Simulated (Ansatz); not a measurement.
# AlNi (Pm-3m): modes against biaxial strain in the (001) plane, part 2 of 2

Wanted: the shifts of the zone-centre modes of AlNi (Pm-3m) with strain.

Ansatz 0.2.0; DFT LDA, scalar-relativistic, plane waves, PAW; PAW set soft_1.

So far, highest optical mode at the zone centre (no LO-TO term) (cm⁻¹): step 5 (zone-centre response at rest) 307; step 7 (strain 4 %) 284.

The database entry behind the starting cell differs from later determinations by our own check (about 0.2 % short), so it need not match the best structure at ambient conditions.

**8. A member of the series: biaxial strain of -4 % in the (001) plane (continued)**

The steps of the relaxation:

```
step  energy less that of the first step (eV)  largest force component (eV/Å)  pressure (GPa)  volume (Å³)
   1                                   0.0000                          0.0000            8.06        21.87
   2                                  -0.0029                          0.0000            6.64        22.01
   3                                  -0.0046                          0.0000            4.47        22.25
   4                                  -0.0047                          0.0000            4.34        22.27
  5*                                  -0.0048                          0.0000            4.35        22.27
   6                                  -0.0048                          0.0000            4.31        22.27
  7*                                  -0.0048                          0.0000            4.31        22.27
```

Relaxation steps marked * repeat the geometry before them on a plane-wave basis chosen anew for their cell, so energy and pressure can jump there.

The run keeps the 16 symmetry operations that it works with, so distortions that break them were not tested.

```
conventional cell, symmetrised  before  after  change
                         a (Å)   2.719  2.719  +0.0 %
                         b (Å)   2.719  2.719  +0.0 %
                         c (Å)   2.959  3.013  +1.9 %
              volume (Å³/atom)   10.93  11.14  +1.9 %
```

Final coordinates:

```
Al Ni
1.0
     2.71864    0.00000    0.00000
     0.00000    2.71864    0.00000
     0.00000    0.00000    3.01329
Al Ni
1 1
Direct
  0.00000 0.00000 0.00000
  0.50000 0.50000 0.50000
```

This step gave:

```yaml
pressure: 4.313 GPa
volume_per_atom: 11.14 Å³
```

The forces vanish by symmetry.

The cell grew by 1.9 % in volume.

**9. Zone-centre modes of the member: biaxial strain of -4 % in the (001) plane**

The zone-centre modes follow for biaxial strain of -4 % in the (001) plane.

Input file input.yaml:

```yaml
crystal:
  lattice:
    - [2.7186399561, 0.0, 0.0]
    - [0.0, 2.7186399561, 0.0]
    - [0.0, 0.0, 3.0132949435]
  atoms:
    - { symbol: Al, position: [0.0, 0.0, 0.0] }
    - { symbol: Ni, position: [0.5, 0.5, 0.5] }
kpoints:
  mp_grid: { grid: [16, 16, 16] }
hamiltonian:
  xc: lda
  pseudopotentials: { kind: paw, azcp: { folder: soft_1 }, xc_functional: pbe }
scf:
  occupations: { method: methfessel_paxton, width: 0.2 }
output:
  eigenvalues: true
phonons:
  method: dfpt
```

Command:

```sh
> ansatz run input.yaml --threads 4 --pin off --max-ram 10240MiB --backend cpu --events-out ev --progress --plain --runs-dir out
```

Run time: 20 s. Hardware: 4 threads of Arm Neoverse V2, shared host; peak memory 0.95 GiB.

This step gave:

```
sum-rule residual before enforcement                    : 5.36e-5 eV/Å²
highest optical mode at the zone centre (no LO-TO term) : 325.6 cm⁻¹
lowest optical zone-centre mode                         : 309.9 cm⁻¹
```

Patterns of degenerate modes are one choice out of their space. Modes at Γ, with each element's share of the kinetic energy:

```
mode  frequency (cm⁻¹)  symmetry  Al %  Ni %
   1               0.0  acoustic    31    69
   2               0.0  acoustic    31    69
   3               0.0  acoustic    31    69
   4             309.9        Eu    69    31
   5             309.9        Eu    69    31
   6             325.6       A2u    69    31
```

The lowest optical mode is real, 310 cm⁻¹, and the highest lies at 325.6 cm⁻¹.

Between step 5 and this run (strain -4 %) the value for the highest optical mode at the zone centre (no LO-TO term) moves from 307 cm⁻¹ to 326 cm⁻¹ (+6 %).

**10. All members side by side**

The members are set side by side, also those not shown above.

Stress is positive in compression; energies are extrapolated to zero smearing, and E0 is that at rest; the edges not held and the atoms are relaxed in each cell; all runs use 16×16×16 k points and Methfessel-Paxton smearing of 0.2 eV. State of the crystal along the series:

```
strain (%)  in-plane stress (GPa)  free strain along [001] (%)  E - E0 (meV/atom)
        -4                  6.469                        6.405              21.49
        -3                  5.466                        4.471              12.89
        -2                  3.897                        2.814              6.044
        -1                  2.122                        1.298               1.61
         0               0.001143                            0                  0
         1                 -2.275                       -1.128              1.703
         2                 -4.236                       -2.276              6.447
         3                 -6.086                        -3.38              13.68
         4                 -8.167                       -4.303              23.64
```

Optical modes are counted from below at rest and tracked from member to member by their patterns, and modes that stay within 0.3 cm⁻¹ of each other stand once; labels, where given, are those at rest; the edges not held and the atoms are relaxed in each cell; all runs use 16×16×16 k points and Methfessel-Paxton smearing of 0.2 eV. Optical modes along the series:

```
strain (%)  optical mode 1 T1u, singlet (cm⁻¹)  optical mode 2 T1u, doublet (cm⁻¹)
        -4                               325.6                               309.9
        -3                               322.2                               312.3
        -2                               317.8                               312.3
        -1                               312.9                               310.8
         0                               307.3                               307.3
         1                                 301                               302.2
         2                                 295                               296.9
         3                                 289                                 291
         4                               282.6                               283.6
```

Value and slope at zero strain of a cubic (a lower polynomial where under five rows exist) through the rows within 2 % of rest. Slopes at rest:

```
                       mode  frequency (cm⁻¹)  shift per percent of strain (cm⁻¹)  shift per GPa of compressive stress (cm⁻¹)
optical mode 1 T1u, singlet             307.2                               -6.05                                        2.68
optical mode 2 T1u, doublet             307.2                               -4.45                                        1.97
```

**11. Summary of results**

| Quantity | Value |
| --- | --- |
| members | 9 |
| highest optical mode at the zone centre (no LO-TO term), at rest | 307.3 cm⁻¹ |
| biaxial modulus in the (001) plane | 225 GPa |
| optical mode 1 T1u, singlet, shift per percent | -6.05 cm⁻¹ |
| optical mode 2 T1u, doublet, shift per percent | -4.45 cm⁻¹ |

What this shows: The stress changes by 2.25 GPa for each percent, a biaxial modulus of 225 GPa in the (001) plane. For each percent the free edge responds with -1.19 %. The strain lowers the symmetry: the level at 307.3 cm⁻¹ splits, into 325.6 and 309.9 cm⁻¹ at -4 %. Within 2 % of rest optical mode 2 T1u, doublet bends away from a straight line, so a single slope holds only near rest. The fastest shift in the table of slopes is -6.0 cm⁻¹ for each percent (optical mode 1 T1u, singlet), or 2.7 cm⁻¹ for each GPa of compressive stress. For small strain, the measured shift of a line that Raman or infrared light can see, divided by its slope, estimates the stress, if the state of stress is of this kind. These are harmonic frequencies at zero temperature: anharmonic shifts, linewidths and thermal expansion are left out. With no gap, or one that is small against the smearing, the frequencies hang on the k mesh and the smearing, most of all near Kohn anomalies. The runs are without spin polarisation, although the cell has an odd electron count. The PAW files were made for PBE; the program adapts parts of them to the functional of the run, but their partial waves stay those of PBE, an approximation that was not tested in this session. Only the zone centre was solved, so an instability at another wavevector cannot show here.

[Logs are printed without paths, hosts, clocks, repeated set-up lines and the standing remarks that a program may print on its own settings, such as how far it seeks lower states.]

[Hosts, paths, dates, database ids (printed as entryN), source tags and the programs' standing remarks are cut or masked in the printed files.]
